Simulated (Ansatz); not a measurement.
# K on Ru(0001): change of the work function

Wanted: Δφ(θ) for K/Ru(0001), starting from the fcc site.

Calculated with Ansatz 0.2.0; plane-wave DFT, PBE, Ansatz PAW.

This is a report of a sequence of runs, with the program logs left out and the cost of each run kept.

## (1) Set-up

The cell holds 4 atoms: 4 Ru. Its edges and angles: a = 2.700 Å, b = 2.700 Å, c = 24.415 Å, α = 90.0°, β = 90.0°, γ = 60.0°. Vacuum lies along c.

## (2) The clean slab

The bare slab comes first, as the zero from which every change is counted. The two lowest layers are held at bulk places and the upper ones relax. The dipole correction removes the false field that a one-sided slab makes across the periodic vacuum, so each face gets a flat vacuum level of its own.

input.yaml

```yaml
crystal:
  lattice:
    - [2.7, 0.0, 0.0]
    - [1.35, 2.3382685902, 0.0]
    - [0.0, 0.0, 24.4152]
  atoms:
    - { symbol: Ru, position: [0.6666666667, 0.6666666667, 0.3686228251] }
    - { symbol: Ru, position: [0.0, 0.0, 0.4562076084] }
    - { symbol: Ru, position: [0.6666666667, 0.6666666667, 0.5437923916] }
    - { symbol: Ru, position: [0.0, 0.0, 0.6313771749] }
kpoints:
  mp_grid: { grid: [12, 12, 1] }
hamiltonian:
  xc: pbe
scf:
  occupations: { method: fermi_dirac, width: 0.1 }
  convergence: { dr2_threshold: 1.0e-08 }
efield:
  axis: 3
  dipole_correction: true
  ramp_position: 0.97
  ramp_width: 0.06
relax:
  f_tol: 0.02
  max_steps: 60
  constraints: [{ sites: [0, 1] }]
output:
  write_potential: true
  write_density: true
  volumetric_format: npy
```

Started as:

```bash
$ ansatz run input.yaml --threads 4 --pin off --max-ram 16384MiB --backend cpu --events-out ev --progress --plain --runs-dir out
```

Run time: 11 s. Hardware: 4 threads of Arm Neoverse V1, shared host; peak memory 0.46 GiB.

Relaxation path:

| step | energy less that of the first step (eV) | largest force component (eV/Å) |
| --- | --- | --- |
| 1 | 0.0000 | 0.5365 |
| 2 | -0.0100 | 0.2640 |
| 3 | -0.0132 | 0.0173 |

The run keeps the 6 symmetry operations that the program found, so distortions that break them were not tested.

The atoms that moved most (Å):

| atom | dx | dy | dz | length |
| --- | --- | --- | --- | --- |
| Ru4 | 0.000 | 0.000 | -0.034 | 0.034 |
| Ru3 | 0.000 | 0.000 | 0.019 | 0.019 |

Final coordinates:

```xyz
4
Lattice="2.7000 0.0000 0.0000 1.3500 2.3383 0.0000 0.0000 0.0000 24.4152" Properties=species:S:1:pos:R:3
Ru    2.7000    1.5588    9.0000
Ru    0.0000    0.0000   11.1384
Ru    2.7000    1.5588   13.2962
Ru    0.0000    0.0000   15.3813
```

Read from the output:

| Quantity | Value |
| --- | --- |
| energy at zero smearing | -23512.6524 eV |
| work function, upper face | 5.046 eV |
| work function, lower face | 5.075 eV |
| dipole along the normal | 0.001038 e·Å |
| step between the vacuum levels | -0.02975 eV |

Running mean over 2.138 Å of the planar mean; the ramp of the sawtooth is left out. Electron's electrostatic potential energy less the Fermi level against z:

| z (Å) | electron's electrostatic potential energy less the Fermi level (eV) |
| --- | --- |
| 3 | 5.08 |
| 4 | 5.07 |
| 5 | 5.07 |
| 6 | 4.98 |
| 7 | 3.94 |
| 8 | -6.27 |
| 9 | -14.2 |
| 10 | -14.6 |
| 11 | -14.8 |
| 12 | -14.6 |
| 13 | -14.9 |
| 14 | -15.4 |
| 15 | -14.8 |
| 16 | -11.4 |
| 17 | 1.85 |
| 18 | 4.81 |
| 19 | 5.03 |
| 20 | 5.04 |
| 21 | 5.05 |

The relaxation took 3 steps and lowered the energy by 0.013 eV; the largest force on the free atoms ends at 0.017 eV/Å.

The work function of the upper face is 5.05 eV.

## (3) Adsorbate added, k-mesh 4×4×1, coverage 0.111 ML

System of this step: K/Ru(0001). The cell holds 37 atoms: 36 Ru and 1 K. Cell: a = 8.100 Å, b = 8.100 Å, c = 27.620 Å, α = 90.0°, β = 90.0°, γ = 60.0°. Vacuum lies along c.

The clean slab as it ended is repeated in the plane and the adsorbate is set on one face; the cell's size fixes the coverage, and the k-mesh shrinks with it to keep the sampling density about even. Adsorbate and upper layers relax, since the dipole depends on the height.

input.yaml

```yaml
crystal:
  lattice:
    - [8.1, 0.0, 0.0]
    - [4.05, 7.0148057706, 0.0]
    - [0.0, 0.0, 27.6204225792]
  atoms:
    - { symbol: Ru, position: [0.2222222222, 0.2222222222, 0.3258458474] }
    - { symbol: Ru, position: [0.0, 0.0, 0.4032668207] }
    - { symbol: Ru, position: [0.2222222222, 0.2222222222, 0.4813897656] }
    - { symbol: Ru, position: [0.0, 0.0, 0.5568816773] }
    - { symbol: Ru, position: [0.2222222222, 0.5555555556, 0.3258458474] }
    - { symbol: Ru, position: [0.0, 0.3333333333, 0.4032668207] }
    - { symbol: Ru, position: [0.2222222222, 0.5555555556, 0.4813897656] }
    - { symbol: Ru, position: [0.0, 0.3333333333, 0.5568816773] }
[... 25 atom lines left out ...]
    - { symbol: Ru, position: [0.6666666667, 0.6666666667, 0.4032668207] }
    - { symbol: Ru, position: [0.8888888889, 0.8888888889, 0.4813897656] }
    - { symbol: Ru, position: [0.6666666667, 0.6666666667, 0.5568816773] }
    - { symbol: K, position: [0.1111111111, 0.1111111111, 0.6741541526] }
kpoints:
  mp_grid: { grid: [4, 4, 1] }
hamiltonian:
  xc: pbe
scf:
  occupations: { method: fermi_dirac, width: 0.1 }
  convergence: { dr2_threshold: 1.0e-08 }
efield:
  axis: 3
  dipole_correction: true
  ramp_position: 0.97
  ramp_width: 0.06
relax:
  f_tol: 0.02
  max_steps: 60
  constraints:
    - { sites: [0, 1, 4, 5, 8, 9, 12, 13, 16, 17, 20, 21, 24, 25, 28, 29, 32, 33] }
output:
  write_potential: true
  write_density: true
  volumetric_format: npy
```

Wall time 10 min (4 threads); peak memory 9.2 GiB; 29 min of CPU time.

Step by step:

| step | energy less that of the first step (eV) | largest force component (eV/Å) |
| --- | --- | --- |
| 1 | 0.0000 | 0.5120 |
| 2 | -0.0442 | 0.3760 |
| 3 | -0.0789 | 0.0629 |
| 4 | -0.0800 | 0.0102 |

The run keeps the 6 symmetry operations that the program found, so distortions that break them were not tested.

The atoms that moved most (Å):

| atom | dx | dy | dz | length |
| --- | --- | --- | --- | --- |
| K37 | 0.000 | 0.000 | -0.270 | 0.270 |
| Ru4 | -0.007 | -0.004 | -0.009 | 0.012 |
| Ru16 | 0.007 | -0.004 | -0.009 | 0.012 |
| Ru8 | 0.000 | 0.008 | -0.009 | 0.012 |
| Ru32 | 0.005 | -0.003 | 0.007 | 0.009 |
| Ru20 | -0.005 | -0.003 | 0.007 | 0.009 |
| Ru24 | 0.000 | 0.006 | 0.007 | 0.009 |
| Ru27 | -0.002 | 0.001 | -0.009 | 0.009 |

The relaxed structure:

```xyz
37
Lattice="8.1000 0.0000 0.0000 4.0500 7.0148 0.0000 0.0000 0.0000 27.6204" Properties=species:S:1:pos:R:3
Ru    2.7000    1.5588    9.0000
Ru    0.0000    0.0000   11.1384
Ru    2.7020    1.5600   13.2875
Ru   -0.0073   -0.0042   15.3723
Ru    4.0500    3.8971    9.0000
Ru    1.3500    2.3383   11.1384
Ru    4.0501    3.8971   13.2946
Ru    1.3500    2.3467   15.3723
Ru    5.4000    6.2354    9.0000
Ru    2.7000    4.6765   11.1384
Ru    5.4000    6.2330   13.2875
Ru    2.7002    4.6764   15.3873
Ru    5.4000    1.5588    9.0000
Ru    2.7000    0.0000   11.1384
Ru    5.4000    1.5589   13.2946
Ru    2.7073   -0.0042   15.3723
Ru    6.7500    3.8971    9.0000
Ru    4.0500    2.3383   11.1384
Ru    6.7499    3.8971   13.2946
Ru    4.0452    2.3355   15.3886
Ru    8.1000    6.2354    9.0000
Ru    5.4000    4.6765   11.1384
Ru    8.1024    6.2340   13.2891
Ru    5.4000    4.6820   15.3886
Ru    8.1000    1.5588    9.0000
Ru    5.4000    0.0000   11.1384
Ru    8.0980    1.5600   13.2875
Ru    5.4000    0.0002   15.3873
Ru    9.4500    3.8971    9.0000
Ru    6.7500    2.3383   11.1384
Ru    9.4500    3.8999   13.2891
Ru    6.7548    2.3355   15.3886
Ru   10.8000    6.2354    9.0000
Ru    8.1000    4.6765   11.1384
Ru   10.7976    6.2340   13.2891
Ru    8.0998    4.6764   15.3873
K     1.3500    0.7794   18.3506
```

This step gave:

```
energy at zero smearing        : -213153.1000 eV
work function, upper face      : 2.077 eV
work function, lower face      : 5.093 eV
dipole along the normal        : 0.9471 e·Å
step between the vacuum levels : -3.016 eV
```

Running mean over 2.138 Å of the planar mean; the ramp of the sawtooth is left out. Electron's electrostatic potential energy less the Fermi level against z:

| z (Å) | electron's electrostatic potential energy less the Fermi level (eV) |
| --- | --- |
| 4 | 5.09 |
| 5 | 5.09 |
| 6 | 5.00 |
| 7 | 3.96 |
| 8 | -6.25 |
| 9 | -14.2 |
| 10 | -14.6 |
| 11 | -14.8 |
| 12 | -14.7 |
| 13 | -14.9 |
| 14 | -15.3 |
| 15 | -14.8 |
| 16 | -11.4 |
| 17 | 0.896 |
| 18 | 2.02 |
| 19 | 1.50 |
| 20 | 1.96 |
| 21 | 2.07 |
| 22 | 2.07 |
| 23 | 2.08 |
| 24 | 2.08 |

The relaxation took 4 steps and lowered the energy by 0.080 eV; the largest force on the free atoms ends at 0.010 eV/Å.

The covered face has 2.08 eV, -2.97 eV against the clean one; the bare back face has moved by +0.02 eV, a measure of how thin the slab is.

## (4) The covered slab, k-mesh 6×6×1, coverage 0.25 ML

System of this step: K/Ru(0001). The cell holds 17 atoms: 16 Ru and 1 K. Cell: a = 5.400 Å, b = 5.400 Å, c = 27.620 Å, α = 90.0°, β = 90.0°, γ = 60.0°. Vacuum lies along c.

Another coverage, to see how the dipoles act on each other as their distance changes.

input.yaml

```yaml
crystal:
  lattice:
    - [5.4, 0.0, 0.0]
    - [2.7, 4.6765371804, 0.0]
    - [0.0, 0.0, 27.6204225792]
  atoms:
    - { symbol: Ru, position: [0.3333333333, 0.3333333333, 0.3258458474] }
    - { symbol: Ru, position: [0.0, 0.0, 0.4032668207] }
    - { symbol: Ru, position: [0.3333333333, 0.3333333333, 0.4813897656] }
    - { symbol: Ru, position: [0.0, 0.0, 0.5568816773] }
    - { symbol: Ru, position: [0.3333333333, 0.8333333333, 0.3258458474] }
    - { symbol: Ru, position: [0.0, 0.5, 0.4032668207] }
    - { symbol: Ru, position: [0.3333333333, 0.8333333333, 0.4813897656] }
    - { symbol: Ru, position: [0.0, 0.5, 0.5568816773] }
    - { symbol: Ru, position: [0.8333333333, 0.3333333333, 0.3258458474] }
    - { symbol: Ru, position: [0.5, 0.0, 0.4032668207] }
    - { symbol: Ru, position: [0.8333333333, 0.3333333333, 0.4813897656] }
    - { symbol: Ru, position: [0.5, 0.0, 0.5568816773] }
    - { symbol: Ru, position: [0.8333333333, 0.8333333333, 0.3258458474] }
    - { symbol: Ru, position: [0.5, 0.5, 0.4032668207] }
    - { symbol: Ru, position: [0.8333333333, 0.8333333333, 0.4813897656] }
    - { symbol: Ru, position: [0.5, 0.5, 0.5568816773] }
    - { symbol: K, position: [0.1666666667, 0.1666666667, 0.6741541526] }
kpoints:
  mp_grid: { grid: [6, 6, 1] }
hamiltonian:
  xc: pbe
scf:
  occupations: { method: fermi_dirac, width: 0.1 }
  convergence: { dr2_threshold: 1.0e-08 }
efield:
  axis: 3
  dipole_correction: true
  ramp_position: 0.97
  ramp_width: 0.06
relax:
  f_tol: 0.02
  max_steps: 60
  constraints: [{ sites: [0, 1, 4, 5, 8, 9, 12, 13] }]
output:
  dos: { projected: true, e_range: [-8, 4] }
  write_potential: true
  write_density: true
  volumetric_format: npy
  elf: true
```

The job ended after 2.4 min (4 threads; peak memory 2.7 GiB; 9.7 min of CPU time).

The steps of the relaxation:

| step | energy less that of the first step (eV) | largest force component (eV/Å) |
| --- | --- | --- |
| 1 | 0.0000 | 0.4237 |
| 2 | -0.0332 | 0.3562 |
| 3 | -0.0763 | 0.0661 |
| 4 | -0.0777 | 0.0402 |
| 5 | -0.0785 | 0.0053 |

Forces are held to the 6 operations that the program found; a distortion that breaks them can't arise in this run.

The atoms that moved most (Å):

| atom | dx | dy | dz | length |
| --- | --- | --- | --- | --- |
| K17 | 0.000 | 0.000 | -0.309 | 0.309 |
| Ru16 | 0.000 | 0.000 | 0.024 | 0.024 |
| Ru12 | 0.017 | -0.010 | -0.006 | 0.020 |
| Ru8 | 0.000 | 0.020 | -0.006 | 0.020 |
| Ru4 | -0.017 | -0.010 | -0.006 | 0.020 |
| Ru15 | 0.000 | 0.000 | -0.018 | 0.018 |

The relaxed structure:

```xyz
17
Lattice="5.4000 0.0000 0.0000 2.7000 4.6765 0.0000 0.0000 0.0000 27.6204" Properties=species:S:1:pos:R:3
Ru    2.7000    1.5588    9.0000
Ru    0.0000    0.0000   11.1384
Ru    2.7027    1.5604   13.2924
Ru   -0.0169   -0.0098   15.3752
Ru    4.0500    3.8971    9.0000
Ru    1.3500    2.3383   11.1384
Ru    4.0500    3.8939   13.2924
Ru    1.3500    2.3578   15.3752
Ru    5.4000    1.5588    9.0000
Ru    2.7000    0.0000   11.1384
Ru    5.3973    1.5604   13.2924
Ru    2.7169   -0.0098   15.3752
Ru    6.7500    3.8971    9.0000
Ru    4.0500    2.3383   11.1384
Ru    6.7500    3.8971   13.2782
Ru    4.0500    2.3383   15.4048
K     1.3500    0.7794   18.3116
```

Read from the output:

- energy at zero smearing: -95589.4830 eV
- work function, upper face: 1.666 eV
- work function, lower face: 5.085 eV
- dipole along the normal: 0.4771 e·Å
- step between the vacuum levels: -3.418 eV

Running mean over 2.138 Å of the planar mean; the ramp of the sawtooth is left out. Table of electron's electrostatic potential energy less the Fermi level by z:

| z (Å) | electron's electrostatic potential energy less the Fermi level (eV) |
| --- | --- |
| 4 | 5.08 |
| 5 | 5.08 |
| 6 | 4.99 |
| 7 | 3.95 |
| 8 | -6.25 |
| 9 | -14.2 |
| 10 | -14.7 |
| 11 | -14.8 |
| 12 | -14.7 |
| 13 | -14.9 |
| 14 | -15.3 |
| 15 | -14.8 |
| 16 | -11.5 |
| 17 | -0.121 |
| 18 | -0.410 |
| 19 | -0.813 |
| 20 | 0.873 |
| 21 | 1.43 |
| 22 | 1.59 |
| 23 | 1.64 |
| 24 | 1.66 |

The density of states has structure finer than the step of the table below, so its rows give means over 0.25 eV. Peaks (eV: height): -5.260: 48.2, -4.300: 45.1, -1.920: 63.2, -1.800: 43.6, -0.330: 47.9, 0.840: 56.9, 1.440: 49.3.

The density of states by energy, zero at the Fermi level; means over each step:

| energy (eV) | density of states (states/eV a cell) |
| --- | --- |
| -7.75 | 0 |
| -7.50 | 0.259 |
| -7.25 | 0.889 |
| -7.00 | 0.902 |
| -6.75 | 1.01 |
| -6.50 | 1.11 |
| -6.25 | 1.89 |
| -6.00 | 8.34 |
| -5.75 | 17.6 |
| -5.50 | 19.7 |
| -5.25 | 25.2 |
| -5.00 | 16.8 |
| -4.75 | 15.1 |
| -4.50 | 24.2 |
| -4.25 | 26.1 |
| -4.00 | 18.1 |
| -3.75 | 18.6 |
| -3.50 | 17.9 |
| -3.25 | 12.0 |
| -3.00 | 20.1 |
| -2.75 | 28.3 |
| -2.50 | 21.9 |
| -2.25 | 26.3 |
| -2.00 | 36.2 |
| -1.75 | 26.5 |
| -1.50 | 29.3 |
| -1.25 | 20.3 |
| -1.00 | 17.0 |
| -0.75 | 13.6 |
| -0.50 | 19.8 |
| -0.25 | 21.5 |
| 0.00 | 19.2 |
| 0.25 | 20.3 |
| 0.50 | 19.9 |
| 0.75 | 22.8 |
| 1.00 | 29.0 |
| 1.25 | 24.0 |
| 1.50 | 28.9 |
| 1.75 | 16.9 |

Projected DOS per atom over height of the atomic layer and energy from the Fermi level. Layers: Ru4 Ru4 Ru4 Ru4 K from below.

Values in states/eV, 22 rows by 5 columns, each cell a mean:
```
0.99 1.22 1.30 1.08 0.26
1.34 1.87 1.87 1.27 0.62
1.73 1.24 1.17 1.53 0.68
1.28 1.10 1.08 1.36 0.59
1.52 0.80 0.80 1.36 0.24
1.59 0.88 0.84 1.39 0.30
1.12 0.76 0.75 1.04 0.36
2.08 1.46 1.39 1.90 0.16
2.41 1.43 1.45 2.40 0.16
1.51 1.26 1.31 1.85 0.04
1.58 1.65 1.63 1.67 0.06
0.97 1.11 1.07 0.98 0.01
0.99 1.00 0.95 0.95 0.01
1.26 1.52 1.39 1.26 0.01
1.34 1.31 1.23 1.33 0.01
0.79 1.52 1.60 0.95 0.01
0.54 1.81 1.93 0.71 0.01
0.19 0.88 1.03 0.27 0.00
0.03 0.13 0.13 0.04 0.00
0.02 0.09 0.10 0.03 0.00
0.01 0.07 0.07 0.02 0.00
0.00 0.00 0.00 0.00 0.00
```
Columns: height of the atomic layer (Å) from 9 to 18.3 (not evenly spaced); rows upwards: energy from the Fermi level (eV) from -7.96 to 1.84.

Valence density in the ca plane at fractional y = 0.000, with atoms of Ru within 0.2 Å of it. It is the smooth field of the valence electrons, not physical close to the nuclei.

Ten steps, logarithmic in the rise over the least value, from '0' (0.00 × 1e0 e/Å³) to '9' (9.85 × 1e0 e/Å³), each cell a mean:
```
33335899743333347999631000000000000000000000
44334677533344335776421000000000000000000000
55433344333565433443211000000000000000000000
66433333333565433333211000000000000000000000
55433465433454334565321000000000000000000000
33335798643333346898521000000000000000000000
33336899853333347999631000000000000000000000
33335899743333347998631001110000000000000000
44334677533344335776421112321000000000000000
55433344333455433343211124542100000000000000
66433333333565433333211134542100000000000000
55433465433454334555321123432000000000000000
33335798643333336888521111211000000000000000
33336999853333347999631000000000000000000000
```
Columns run along c (16.0 Å, from fractional 0.32 to 0.90 of the cell), rows up along a (5.4 Å). Atoms in or near the plane, at fractional coordinates: Ru at (0.40, 0.00), Ru at (0.56, 0.00), Ru at (0.40, 0.50), Ru at (0.56, 0.50).

Electrostatic potential energy in the ca plane at fractional y = 0.000, with atoms of Ru within 0.2 Å of it. With pseudopotentials it is smooth inside the atoms' cores, unlike the true potential.

Ten even steps from '0' (-83 eV) to '9' (9 eV), each cell a mean:
```
99997200489999985001699999999999999999999999
88998644799988998535899999999999999999999999
67899988999767899889999999999999999999999999
66899999999767899999999999999999999999999999
78899867899878998767999999999999999999999999
99998412589999996213799999999999999999999999
99996100389999984000599999999999999999999999
99997200489999985101699999999999999999999999
88998644799988998546899999899999999999999999
67899988999867899989999998789999999999999999
66899999999766899999999997789999999999999999
77899867899878999778999998889999999999999999
99998411589999996213799999999999999999999999
99996100389999984000599999999999999999999999
```
Columns run along c (16.0 Å, from fractional 0.32 to 0.90 of the cell; values clipped at the 3rd and 97th percentile), rows up along a (5.4 Å). Atoms in or near the plane, at fractional coordinates: Ru at (0.40, 0.00), Ru at (0.56, 0.00), Ru at (0.40, 0.50), Ru at (0.56, 0.50).

ELF in the ca plane at fractional y = 0.000, with atoms of Ru within 0.2 Å of it. It is the smooth field of the valence electrons, not physical close to the nuclei.

Ten even steps from '0' (0.00) to '9' (0.86), each cell a mean:
```
33334766633323335757521100000000111100000000
32233466433232333565322221000001111100000000
44333233332344233333323322111111111100000000
55323333332354223333333322111111111100000000
33233344333333233454222221100011111100000000
32333677533322335777421210000000111100000000
33334745633333336637521100000000111110000000
33334766633333335757521001221000011110000000
32233466433232333565321026774100011110000000
44333233332344233233331049997300011110000000
55323333332354223333331159997300001110000000
33233344333333233343221038986200011110000000
32333677533322334777421003542000011110000000
33334735633333336637621100000000011110000000
```
Columns run along c (16.0 Å, from fractional 0.32 to 0.90 of the cell), rows up along a (5.4 Å). Atoms in or near the plane, at fractional coordinates: Ru at (0.40, 0.00), Ru at (0.56, 0.00), Ru at (0.40, 0.50), Ru at (0.56, 0.50).

The relaxation took 5 steps and lowered the energy by 0.078 eV; the largest force on the free atoms ends at 0.0053 eV/Å.

By hand: a sheet of dipoles makes a step −p/(ε₀A) in the electron's potential. With e/ε₀ = 180.95 V·Å, p = 0.4771 e·Å and A = 25.25 Å², that is −180.95 × (0.4771) / 25.25 = -3.418 eV, and the two vacuum levels of the run differ by -3.418 eV.

The covered face has 1.67 eV, -3.38 eV against the clean one; the bare back face has moved by +0.01 eV, a measure of how thin the slab is.

## (5) Work function against coverage

This step: plane-wave DFT, PBE, Ansatz PAW; work function against coverage (Ansatz 0.2.0).

The runs are now put side by side.

Numbers from this step:

| Item | Value |
| --- | --- |
| work function of the clean face | 5.046 eV |
| largest change of the work function | -3.380 eV |

The work function of the covered face by coverage:

| coverage (adsorbates/nm²) | work function of the covered face (eV) |
| --- | --- |
| 0.00 | 5.05 |
| 1.76 | 2.08 |
| 3.96 | 1.67 |

The dipole per adsorbate comes from the change of the cell's dipole. Coverage, by row:

| coverage (1/nm²) | coverage (ML) | work function (eV) | change (eV) | dipole per adsorbate, positive end outwards (debye) | mean height of the added atoms over the highest substrate atom (Å) |
| --- | --- | --- | --- | --- | --- |
| 1.76 | 0.1111 | 2.077 | -2.969 | 4.505 | 2.962 |
| 3.96 | 0.25 | 1.666 | -3.38 | 2.271 | 2.907 |

## (6) Results

```yaml
work_function_of_the_clean_face: 5.05 eV
work_function_at_0p11_ml: 2.08 eV
work_function_at_0p25_ml: 1.67 eV
dipole_per_adsorbate_at_0p11_ml_positive_end_outwards: 4.50 D
```

K lowers the work function of Ru(0001) at the lowest coverage, by 2.97 eV: the adsorbate layer has its positive end outwards. The slab has 4 layers, at the tabulated experimental lattice constant, one starting site was run, and quantum-size effects of a slab this thin can reach one or two tenths of an eV.

[Long decimals in the printed logs are rounded to 6 places.]

[Logs are printed without paths, hosts, clocks, repeated set-up lines and the standing remarks that a program may print on its own settings, such as how far it seeks lower states.]

[Hosts, paths, dates, database ids (printed as entryN), source tags and the programs' standing remarks are cut or masked in the printed files.]

[Maps of the electrostatic potential energy from Ansatz leave out the sawtooth potential of an applied field or a dipole correction, so their vacuum need not be flat; planar profiles and work functions include it.]

[The density of states shown here was stored with 400 of the rows of the run's finer table, so its peaks can read low, often by over a quarter, or be missed, and its means over a window can be off by a tenth or more.]
